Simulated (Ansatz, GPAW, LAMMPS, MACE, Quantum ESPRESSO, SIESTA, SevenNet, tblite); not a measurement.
# GPAW on liquid (Cs,Li,Na)Cl at 1300 K (98 atoms): settings against a plane-wave reference

Aim: run liquid (Cs,Li,Na)Cl at 1300 K (98 atoms) in GPAW and see how near its forces come to a plane-wave reference, and at what cost.

Method: the method is named at each step, in GPAW 26.7.0.

## 1. Set-up

The cell holds 98 atoms: 15 Cs, 21 Li, 13 Na and 49 Cl. Its edges and angles: a = 15.265 Å, b = 15.265 Å, c = 15.265 Å, α = 90.0°, β = 90.0°, γ = 90.0°. 98 atoms (15 Cs, 21 Li, 13 Na, 49 Cl) placed at random at 1.95 g/cm³, melted at 1800 K for 10 ps at fixed volume with the Lennard-Jones and Coulomb ion parameters for SPC/E (Joung and Cheatham, J. Phys. Chem. B 112, 9020 (2008)), full charges. Snapshot at the end of a hold of 20 ps at 1300 K and fixed volume.

The yardstick, on the same geometry:

* method: Kohn-Sham DFT, PBE, SSSP efficiency 1.3.0 pseudopotentials, plane waves (Quantum ESPRESSO 7.5); sssp-pbe-1.3.0-efficiency, cutoffs 45/360 Ry, Γ point
* r.m.s. force component: 0.3688 eV/Å
* longest force: 1.762 eV/Å
* pressure: -0.3777 GPa
* gap (highest filled to lowest empty level): 2.921 eV
* time: 36 min on 1 thread of Arm Neoverse V1, shared host
* CPU time: 36 min

## 2. PBE, LCAO dzp, h 0.2 Å

Method: Kohn-Sham DFT, PBE, PAW, atomic orbitals (dzp).

File run.py:

```python
import numpy as np
from ase.io import read
from gpaw import GPAW, FermiDirac

atoms = read("structure.xyz")
atoms.calc = GPAW(
    mode="lcao",
    basis="dzp",
    h=0.2,
    xc="PBE",
    kpts={"size": (1, 1, 1), "gamma": True},
    occupations=FermiDirac(0.05),
    maxiter=200,
    symmetry={"point_group": False},
    txt="gpaw.txt",
)
energy = atoms.get_potential_energy(force_consistent=True)
forces = atoms.get_forces()
print(f"energy {energy:.6f} eV")
print("forces (eV/A)")
for i, (a, f) in enumerate(zip(atoms, forces)):
    print(f"{i:4d} {a.symbol:2s} {f[0]:10.5f} {f[1]:10.5f} {f[2]:10.5f}")
print(f"Fermi level {atoms.calc.get_fermi_level():.4f} eV")
for k in range(len(atoms.calc.get_ibz_k_points())):
    for s in range(atoms.calc.get_number_of_spins()):
        e = atoms.calc.get_eigenvalues(kpt=k, spin=s)
        n = np.searchsorted(e, atoms.calc.get_fermi_level())
        print(f"k {k} spin {s} levels about the Fermi level:", np.round(e[max(n - 6, 0):n], 4).tolist(), "|", np.round(e[n:n + 6], 4).tolist())
```

File structure.xyz:

```xyz
98
Lattice="15.26530 0.00000 0.00000 0.00000 15.26530 0.00000 0.00000 0.00000 15.26530" Properties=species:S:1:pos:R:3 pbc="T T T"
Cs 3.15503 12.15377 5.50238
Cs 7.24781 4.85910 14.20512
Cs 3.03657 13.58841 13.06878
Cs 10.75105 6.61751 1.49692
Cs 0.91378 10.37170 11.02750
Cs 2.06784 14.04163 2.37772
Cs 10.45475 0.35568 9.25031
Cs 7.83995 6.30671 9.18330
Cs 13.79479 13.79403 4.33428
Cs 10.14211 11.15206 14.89038
Cs 2.03502 5.45109 12.97642
Cs 15.08456 2.21087 10.43017
Cs 11.89442 2.74180 5.74158
Cs 13.62306 6.71200 7.73096
Cs 6.07574 2.45466 6.49493
Li 11.49492 10.07800 11.03330
Li 4.58341 13.84731 8.20998
Li 1.37540 1.54149 6.47218
Li 7.22568 12.50106 13.45789
Li 12.06768 3.03841 12.33482
Li 13.93600 7.78408 12.82010
Li 0.56634 14.49608 8.51102
Li 8.78442 5.28149 4.64279
Li 2.98330 2.56564 3.47759
Li 0.59504 4.93268 5.11800
Li 10.94522 5.51444 10.30438
Li 7.38596 2.46840 2.58564
Li 3.25823 10.60969 1.43280
Li 14.08926 9.85833 4.46815
Li 8.84304 0.89638 13.96103
Li 6.18352 8.63665 13.89860
Li 5.39842 8.13808 7.02937
Li 10.83760 11.50836 2.90422
Li 6.30945 10.28698 2.39131
Li 5.28759 10.61793 9.93420
Li 12.72897 11.55568 7.65356
Na 14.50936 10.43017 0.25966
Na 0.69152 7.22140 2.09806
Na 9.62065 9.34542 5.26653
Na 3.17579 2.38123 14.87680
Na 2.93078 6.37922 8.72946
Na 5.01389 6.42959 2.05853
Na 13.43957 14.50402 14.53348
Na 7.89933 11.82267 8.75022
Na 6.51828 13.48414 0.99286
Na 10.25920 0.45170 1.81504
Na 5.48482 1.39494 11.72864
Na 6.40135 13.96653 4.93130
Na 14.72369 2.68410 1.54576
Cl 15.21554 7.40703 5.08960
Cl 2.68150 0.25157 7.92941
Cl 11.71780 0.78296 12.58563
Cl 13.60123 9.77025 9.17689
Cl 5.00885 2.97566 1.40135
Cl 4.92901 5.75303 6.80680
Cl 6.75490 12.61326 11.13665
[... 38 atom lines left out ...]
Cl 7.97612 8.18388 14.96274
Cl 8.84349 2.76989 4.70095
Cl 8.97600 2.49191 0.57535
Cl 12.37985 1.56164 2.82042
```

Run with:

```console
$ OMP_NUM_THREADS=1 python run.py > output.txt
```

Output:

```text
energy -308.462192 eV
forces (eV/A)
   0 Cs   -1.67879   -0.42584    0.79962
   1 Cs    0.31951   -0.29739   -0.00848
   2 Cs   -0.49047   -0.56181   -0.17559
   3 Cs   -0.12382   -0.03443   -0.20882
   4 Cs   -0.30787    0.39387    0.32331
   5 Cs    0.09320   -0.12632   -0.78597
   6 Cs   -0.20286   -0.22903    0.40384
   7 Cs    0.23731    0.03148   -0.01371
   8 Cs   -0.70105    0.91570   -0.07389
   9 Cs    0.02832   -1.34783   -0.19372
  10 Cs   -0.18868    0.55768    0.52753
  11 Cs    0.94244   -0.35966    0.34692
  12 Cs    0.25597   -0.18474    0.16247
  13 Cs   -0.12109    0.22594    0.67245
  14 Cs   -0.19249    0.49118    0.15981
  15 Li    0.30947   -0.15764   -0.70136
  16 Li    0.34605    0.34820   -0.09359
  17 Li   -0.23768    0.12618   -0.00098
  18 Li   -0.55367    0.20916   -0.51770
  19 Li   -0.33275    0.43674    0.11632
  20 Li    0.46391    0.20954    0.04555
  21 Li    0.02338   -0.64066   -0.04723
  22 Li    0.19061   -0.50393    0.06437
  23 Li    0.23952   -0.22810   -0.03730
[...]
90 Cl   -0.12506   -0.16299   -0.14560
  91 Cl    0.07620   -0.44779    0.51305
  92 Cl    0.03260   -0.35874    0.03845
  93 Cl   -0.22722    0.25684   -0.41396
  94 Cl    1.05791   -0.46633    0.28745
  95 Cl   -0.31115   -0.01573   -0.02333
  96 Cl   -0.05857   -0.53466    0.18332
  97 Cl    0.51254   -0.01383   -0.34743
Fermi level 1.1496 eV
k 0 spin 0 levels about the Fermi level: [-0.6491, -0.596, -0.5018, -0.3743, -0.2951, -0.0805] | [2.7081, 3.3118, 3.4146, 3.5541, 3.6424, 3.7214]
```

gpaw.txt:

```text
Input parameters:
  mode=LCAO(),
  basis={'default': 'dzp'},
  h=0.2,
  kpts=MonkhorstPack(size=(1, 1, 1), gamma=True),
  maxiter=200,
  occupations=Occupations(name='fermi-dirac', width=0.05, fixmagmom=False),
  symmetry=Symmetry(point_group=False),
  xc=XC(name='PBE')
Unit cell  # Å
| periodic |         x |         y |         z |   lengths |    angles |
|----------|-----------|-----------|-----------|-----------|-----------|
|      yes | 15.265300 |  0.000000 |  0.000000 | 15.265300 | 90.000000 |
|      yes |  0.000000 | 15.265300 |  0.000000 | 15.265300 | 90.000000 |
|      yes |  0.000000 |  0.000000 | 15.265300 | 15.265300 | 90.000000 |
Number of symmetries: 1
Symmetry operations  # r_c * U_cc + t_c -> r_c
|   | kind |            matrix            |
|---|------|------------------------------|
| 0 |  E   |  1, 0, 0,  0, 1, 0,  0, 0, 1 |
BZ-sampling:
  Number of BZ points: 1
  Number of IBZ points: 1
  Monkhorst-Pack size: [1, 1, 1]
  Monkhorst-Pack shift: [0, 0, 0]
[... lines left out ...]
      Number of RI-basis functions 0
Reference energy: -3853894.148373  # eV
eigensolver:
density mixing:
  MSR1-Mixer
occupation numbers:
  Fermi-Dirac:
    width: 0.0500  # eV
FastPoissonSolver using
    Stencil: 6*3+1=19 point O(h^6) finite-difference Laplacian
xc functional:
  name: PBE with 2 nearest neighbor stencil
interpolation: tri-quintic # 5. degree polynomial
Initialization done in: 18.693 s
convergence criteria:
- Maximum [total energy] change in last 3 cyles: 0.0005 eV / valence electron
- Maximum integral of absolute [dens]ity change: 0.0001 electrons / valence electron
- Maximum integral of absolute [eigenst]ate change: 4e-08 eV^2 / valence electron
maximum number of iterations: 200
SCF iterations
|iter     |      energy | eigst |  dens |
|---------|-------------|-------|-------|
|iter:   1| -316.342163 |      c|       |
|iter:   2| -314.594842 |      c| -1.21 |
|iter:   3| -308.153121 |      c| -1.24 |
|iter:   4| -308.421044 |      c| -1.68 |
|iter:   5| -308.462072 |      c| -2.17 |
|iter:   6| -308.462197c|      c| -3.01 |
|iter:   7| -308.462189c|      c| -3.56 |
|iter:   8| -308.462192c|      c| -4.02c|
Converged in 8 steps
SCF loop duration: 385.071 s (48.134 s/step)
Energy contributions relative to reference atoms: (reference = -3853894.148373)
Energy contributions:
  Kinetic:         464.256414
  Coulomb:        -456.984196
  Zero:              6.528437
  External:          0.000000
  Xc:             -322.262847
  Entropy:          -0.000000
  Spinorbit:         0.000000
  ----------------------------
  Free energy:    -308.462192
  Extrapolated:   -308.462192
dipole moment: (69.676739, -92.419000, 247.421494)  # |e|*Ang
Fermi level: 1.150
Eigenvalues  # (at kpt = [0.000, 0.000, 0.000])
| band index |      eig [eV] | occ [0-2] |
|------------|---------------|-----------|
|          0 |       -24.288 |     2.000 |
|        ... |               |           |
|        287 |        -0.746 |     2.000 |
|        288 |        -0.732 |     2.000 |
[...]
|        302 |         4.041 |     0.000 |
|        ... |               |           |
|        357 |         6.056 |     0.000 |
Gap: 2.789 eV
Transition (v -> c):
  (s=0, k=0, n=294, [0.00, 0.00, 0.00]) -> (s=0, k=0, n=295, [0.00, 0.00, 0.00])
No difference between direct/indirect transitions
Force computation time: 121.295  # s
timing:  # [seconds]
  Total:  525.091  # ━━━━━━━━━━━━━━━━━━━━━━━━━━━━━━━━━━━━━━━━━━━━━━━━━━━━━━━━
  Init:    18.692  # ━━
  SCF:    385.071  # ━━━━━━━━━━━━━━━━━━━━━━━━━━━━━━━━━━━━━━━━━
  Forces: 121.295  # ━━━━━━━━━━━━━
```

Run time: 8.8 min. Hardware: 1 thread of Arm Neoverse V1, shared host; peak memory 3.2 GiB.

Banners, paths, timers and routine set-up lines are dropped from the logs unmarked, and long logs keep their key lines alone; longer cuts are marked.

Numbers from this run, and their distance from the reference:

| Item | Value |
| --- | --- |
| r.m.s. force component | 0.3977 eV/Å |
| r.m.s. difference of force components | 48.89 meV/Å |
| longest difference of force vectors | 222.7 meV/Å |
| force difference over r.m.s. force | 13.26 % |
| slope of forces against the reference's | 1.073 |
| correlation of force components | 0.9947 |
| gap (highest filled to lowest empty level) | 2.789 eV |
| gap difference | -0.1324 eV |

Length of the force difference by element (eV/Å):

```
element  atoms   mean   most
     Cl     49  0.077   0.22
     Cs     15  0.088   0.22
     Li     21  0.072   0.22
     Na     13  0.022  0.042
```

Levels nearest the highest filled one (eV from it): -0.57, -0.52, -0.42, -0.29, -0.21, 0.00, 2.79, 3.39, 3.50, 3.63, 3.72, 3.80.

Local excerpt of 11 atoms (numbers count through the whole input) about Cs1, which bears the longest force; x, y, z are measured from there.

```csv
atom,x,y,z,distance (Å),bonds,Fx,Fy,Fz (eV/Å)
Cs1,0.00,0.00,0.00,0.00,4,-1.68,-0.43,0.80
Cl83,1.67,0.49,-2.35,2.93,5,1.13,-0.55,-1.42
Cl71,2.30,-0.40,1.87,2.99,4,0.40,0.10,0.83
Cl78,-2.74,-0.65,-1.81,3.35,4,0.31,-0.86,-0.34
Li17,1.43,1.69,2.71,3.50,3,0.35,0.35,-0.09
Na48,3.25,1.81,-0.57,3.76,4,0.25,0.23,0.03
Cs6,-1.09,1.89,-3.12,3.81,6,0.09,-0.13,-0.79
Cl63,-3.56,0.54,1.49,3.90,4,0.01,-0.18,0.69
Cl60,1.22,3.78,-1.03,4.10,4,-0.10,0.13,-0.21
Cl73,1.38,-3.31,-2.10,4.16,3,0.04,0.49,-0.66
Cl51,-0.47,3.36,2.43,4.17,3,0.54,-0.40,0.08
```

Atoms are counted from 1 here, from 0 in the log.

Forces lie 13 % from the reference's, at 0.25 times its CPU time.

## 3. PBE, LCAO dzp, h 0.2 Å, other mixer settings

Method: Kohn-Sham DFT, PBE, PAW, atomic orbitals (dzp).

Changes to run.py since step 2:

```diff
@@ -2,3 +2,4 @@
 from ase.io import read
-from gpaw import GPAW, FermiDirac
+from gpaw import GPAW, FermiDirac, Mixer
+from ase.parallel import parprint as print
 
@@ -12,2 +13,3 @@
     occupations=FermiDirac(0.05),
+    mixer=Mixer(0.1, 5, 50),
     maxiter=200,
```

structure.xyz is that of step 2.

Run with:

```console
$ OMP_NUM_THREADS=1 mpirun -np 2 gpaw python run.py > output.txt
```

Output:

```text
energy -308.462192 eV
forces (eV/A)
   0 Cs   -1.67780   -0.42542    0.80175
   1 Cs    0.32047   -0.29648   -0.00778
   2 Cs   -0.48832   -0.56412   -0.17693
   3 Cs   -0.12379   -0.03599   -0.21145
   4 Cs   -0.30913    0.39474    0.32484
   5 Cs    0.09276   -0.12688   -0.78569
   6 Cs   -0.20004   -0.22916    0.40234
   7 Cs    0.23672    0.03245   -0.01289
   8 Cs   -0.70154    0.91312   -0.07336
   9 Cs    0.02783   -1.34829   -0.19650
  10 Cs   -0.19077    0.55751    0.52640
  11 Cs    0.94150   -0.36096    0.35122
  12 Cs    0.25643   -0.18526    0.16204
  13 Cs   -0.11910    0.22872    0.67374
  14 Cs   -0.19310    0.48971    0.15853
  15 Li    0.30948   -0.15758   -0.70128
  16 Li    0.34601    0.34818   -0.09360
  17 Li   -0.23754    0.12616   -0.00113
  18 Li   -0.55368    0.20905   -0.51764
  19 Li   -0.33253    0.43687    0.11640
  20 Li    0.46378    0.20936    0.04555
  21 Li    0.02332   -0.64066   -0.04715
  22 Li    0.19067   -0.50377    0.06447
  23 Li    0.23953   -0.22805   -0.03745
[...]
90 Cl   -0.12681   -0.16398   -0.14482
  91 Cl    0.07564   -0.44846    0.51263
  92 Cl    0.03096   -0.35850    0.03462
  93 Cl   -0.23021    0.25787   -0.41626
  94 Cl    1.05684   -0.46754    0.28282
  95 Cl   -0.31432   -0.01432   -0.02891
  96 Cl   -0.05919   -0.53539    0.18175
  97 Cl    0.51194   -0.01714   -0.35195
Fermi level 1.1395 eV
k 0 spin 0 levels about the Fermi level: [-0.649, -0.596, -0.5018, -0.3742, -0.2951, -0.0806] | [2.7079, 3.3116, 3.4145, 3.5539, 3.6422, 3.7212]
```

gpaw.txt:

```text
Input parameters:
  mode=LCAO(),
  basis={'default': 'dzp'},
  h=0.2,
  kpts=MonkhorstPack(size=(1, 1, 1), gamma=True),
  maxiter=200,
  mixer=Pulay(name='pulay', nmaxold=5, beta=0.1, weight=50, sigma=0.015, g_ss=None),
  occupations=Occupations(name='fermi-dirac', width=0.05, fixmagmom=False),
  symmetry=Symmetry(point_group=False),
  xc=XC(name='PBE')
Unit cell  # Å
[... lines left out ...]
  Fermi-Dirac:
[... lines left out ...]
convergence criteria:
- Maximum [total energy] change in last 3 cyles: 0.0005 eV / valence electron
[... lines left out ...]
Converged in 11 steps
[... lines left out ...]
  Coulomb:        -457.638555
  Zero:              6.567484
  External:          0.000000
  Xc:             -322.290887
  Entropy:          -0.000000
  Spinorbit:         0.000000
  ----------------------------
  Free energy:    -308.462192
  Extrapolated:   -308.462192
dipole moment: (69.674996, -92.420086, 247.420907)  # |e|*Ang
Fermi level: 1.140
Eigenvalues  # (at kpt = [0.000, 0.000, 0.000])
| band index |      eig [eV] | occ [0-2] |
|------------|---------------|-----------|
|          0 |       -24.288 |     2.000 |
|        ... |               |           |
|        287 |        -0.746 |     2.000 |
|        288 |        -0.732 |     2.000 |
[...]
|        302 |         4.041 |     0.000 |
|        ... |               |           |
|        357 |         6.056 |     0.000 |
Gap: 2.788 eV
Transition (v -> c):
  (s=0, k=0, n=294, [0.00, 0.00, 0.00]) -> (s=0, k=0, n=295, [0.00, 0.00, 0.00])
No difference between direct/indirect transitions
Force computation time: 62.167  # s
```

Run time: 5.9 min. Hardware: 2 MPI ranks; peak memory 3.2 GiB; 12 min of CPU time.

Against the reference:

* r.m.s. force component: 0.398 eV/Å
* r.m.s. difference of force components: 48.64 meV/Å
* longest difference of force vectors: 222.9 meV/Å
* force difference over r.m.s. force: 13.19 %
* slope of forces against the reference's: 1.074
* correlation of force components: 0.9949
* gap (highest filled to lowest empty level): 2.788 eV
* gap difference: -0.1325 eV
* energy less the same-level run's: 0 meV/atom
* r.m.s. force difference from the same-level run: 1.994 meV/Å

Against the first run (13 %), the force difference from the reference is 13 %, at 1.3 times the CPU time (on 2 against 1 cores): another solver or mixer reaches the same state.

## 4. PBE, LCAO dzp, h 0.22 Å

Method: Kohn-Sham DFT, PBE, PAW, atomic orbitals (dzp).

Changes to run.py since step 3:

```diff
@@ -2,4 +2,3 @@
 from ase.io import read
-from gpaw import GPAW, FermiDirac, Mixer
-from ase.parallel import parprint as print
+from gpaw import GPAW, FermiDirac
 
@@ -9,3 +8,3 @@
     basis="dzp",
-    h=0.2,
+    h=0.22,
     xc="PBE",
@@ -13,3 +12,2 @@
     occupations=FermiDirac(0.05),
-    mixer=Mixer(0.1, 5, 50),
     maxiter=200,
```

structure.xyz is that of step 3.

Run with:

```console
$ OMP_NUM_THREADS=1 python run.py > output.txt
```

Output:

```text
energy -305.353955 eV
forces (eV/A)
   0 Cs   -1.63051   -0.45318    0.79533
   1 Cs    0.31366   -0.23330   -0.00395
   2 Cs   -0.46143   -0.50519   -0.16896
   3 Cs   -0.16496    0.01310   -0.18120
   4 Cs   -0.32004    0.40486    0.31054
   5 Cs    0.06670   -0.13840   -0.77260
   6 Cs   -0.19788   -0.23064    0.40330
   7 Cs    0.24576    0.01765    0.01260
   8 Cs   -0.69877    0.91520   -0.03180
   9 Cs    0.06208   -1.32247   -0.23435
  10 Cs   -0.18415    0.59028    0.56676
  11 Cs    0.90677   -0.35900    0.39057
[...]
93 Cl   -0.27282    0.23777   -0.42820
  94 Cl    1.07327   -0.43647    0.32459
  95 Cl   -0.32216   -0.01366   -0.03958
  96 Cl   -0.01657   -0.53506    0.19473
  97 Cl    0.51462    0.00223   -0.34705
Fermi level 1.1508 eV
k 0 spin 0 levels about the Fermi level: [-0.6493, -0.5963, -0.5022, -0.3744, -0.2953, -0.0807] | [2.7083, 3.3118, 3.4148, 3.5543, 3.6428, 3.7216]
```

gpaw.txt:

```text
Input parameters:
  mode=LCAO(),
  basis={'default': 'dzp'},
  h=0.22,
  kpts=MonkhorstPack(size=(1, 1, 1), gamma=True),
  maxiter=200,
  occupations=Occupations(name='fermi-dirac', width=0.05, fixmagmom=False),
  symmetry=Symmetry(point_group=False),
  xc=XC(name='PBE')
[... lines left out ...]
  Fermi-Dirac:
[... lines left out ...]
convergence criteria:
- Maximum [total energy] change in last 3 cyles: 0.0005 eV / valence electron
[... lines left out ...]
Converged in 8 steps
[... lines left out ...]
  Free energy:    -305.353955
[... lines left out ...]
Fermi level: 1.151
[... lines left out ...]
|          0 |       -24.287 |     2.000 |
|        ... |               |           |
|        287 |        -0.746 |     2.000 |
|        288 |        -0.732 |     2.000 |
[...]
|        302 |         4.042 |     0.000 |
|        ... |               |           |
|        357 |         6.056 |     0.000 |
Gap: 2.789 eV
Transition (v -> c):
  (s=0, k=0, n=294, [0.00, 0.00, 0.00]) -> (s=0, k=0, n=295, [0.00, 0.00, 0.00])
No difference between direct/indirect transitions
Force computation time: 89.488  # s
timing:  # [seconds]
  Total:  389.407  # ━━━━━━━━━━━━━━━━━━━━━━━━━━━━━━━━━━━━━━━━━━━━━━━━━━━━━━━━
  Init:    16.261  # ━━╸
  SCF:    283.627  # ━━━━━━━━━━━━━━━━━━━━━━━━━━━━━━━━━━━━━━━━━
  Forces:  89.488  # ━━━━━━━━━━━━━
```

The job ended after 6.5 min (1 thread; peak memory 2.4 GiB).

Against the reference:

* r.m.s. force component: 0.3984 eV/Å
* r.m.s. difference of force components: 47.32 meV/Å
* longest difference of force vectors: 247.6 meV/Å
* force difference over r.m.s. force: 12.83 %
* slope of forces against the reference's: 1.075
* correlation of force components: 0.9954
* gap (highest filled to lowest empty level): 2.789 eV
* gap difference: -0.132 eV
* energy less the same-level run's: 31.72 meV/atom
* r.m.s. force difference from the same-level run: 21.03 meV/Å

This is a coarse setting, run to see what it loses.

Against the first run (13 %), the force difference from the reference is 13 %, at 0.74 times the CPU time.

[end of part 1 of 2]

[Also dropped from logs without a mark: logging warnings of Python, and SIESTA's first energy breakdown and zero terms.]

[Logs are printed without paths, hosts, clocks, repeated set-up lines and the standing remarks that a program may print on its own settings, such as how far it seeks lower states.]

[Hosts, paths, dates, database ids (printed as entryN), source tags and the programs' standing remarks are cut or masked in the printed files.]
